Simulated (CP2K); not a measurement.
Consider 2-cyanopyrrole at its PBE geometry (Å).

```xyz
11

N     3.3418   -0.4484    0.3123
C     2.1948   -0.2526    0.1961
C     0.8104   -0.0261    0.0603
C     0.0889    1.1629   -0.0576
C    -1.2799    0.8179   -0.1465
C    -1.3713   -0.5666   -0.0831
N    -0.1036   -1.0702    0.0414
H     0.5252    2.1548   -0.0757
H    -2.1160    1.5010   -0.2455
H    -2.2335   -1.2224   -0.1167
H     0.1432   -2.0502    0.1149
```

Method: CP2K XAS_TDP, all-electron GAPW, PBEh(45%), aug-cc-pVDZ, TDA, GW2X-corrected core level, no relativity.

Predict the bright core excitations at the C K edge.

Leading lines: C2 288.67 eV, C3 288.36 eV, C4 287.31 eV, C5 288.13 eV and C6 287.98 eV. The leading line of an atom is its first one with 35 % of the strongest within 2.5 eV of its lowest line over the strength cut. Core ionisation energies at this level: C4 292.27, C5 292.11, C6 293.11, C2 293.72 and C3 293.28 eV.

The first six lines of each atom with a strength over 0.0015:

```csv
atom,energy (eV),states,"strength, one atom",above the computed threshold
C2 (bonded to C and N),288.67,2,0.0909,
,292.76,1,0.0187,
,293.71,1,0.0052,
,293.73,1,0.0051,yes
,295.29,1,0.0015,yes
,295.67,1,0.0029,yes
C3 (bonded to 2 C and N),288.36,1,0.0343,
,290.59,1,0.0078,
,291.38,1,0.0027,
,292.38,1,0.0184,
,292.42,1,0.0022,
,292.83,1,0.0025,
C4 (bonded to 2 C and H),287.31,1,0.0472,
,290.28,1,0.0053,
,290.34,1,0.0080,
,290.81,1,0.0032,
,291.10,1,0.0062,
,291.73,1,0.0028,
C5 (bonded to 2 C and H),288.13,1,0.0487,
,288.98,1,0.0042,
,290.06,1,0.0081,
,290.77,1,0.0029,
,291.32,1,0.0025,
,291.60,2,0.0049,
"C6 (bonded to C, N and H)",287.98,1,0.0511,
,290.65,1,0.0119,
,291.23,1,0.0040,
,291.60,1,0.0041,
,292.43,1,0.0034,
,292.46,1,0.0038,
```

Lines are vertical, at one geometry, with no vibrational structure. GW2X ionisation energies and lines can be off by 1 to 2 eV either way, and a good line position may hide errors that cancel. These values hold no scalar relativity, about 0.1 eV for C 1s. Rydberg lines, and the discretised continuum above threshold, depend on the basis and the box.

[Banner, clock and machine lines of the logs are left out without a mark of their own.]

[Logs are printed without paths, hosts, clocks, repeated set-up lines and the standing remarks that a program may print on its own settings, such as how far it seeks lower states.]

[Hosts, paths, dates, database ids (printed as entryN), source tags and the programs' standing remarks are cut or masked in the printed files.]
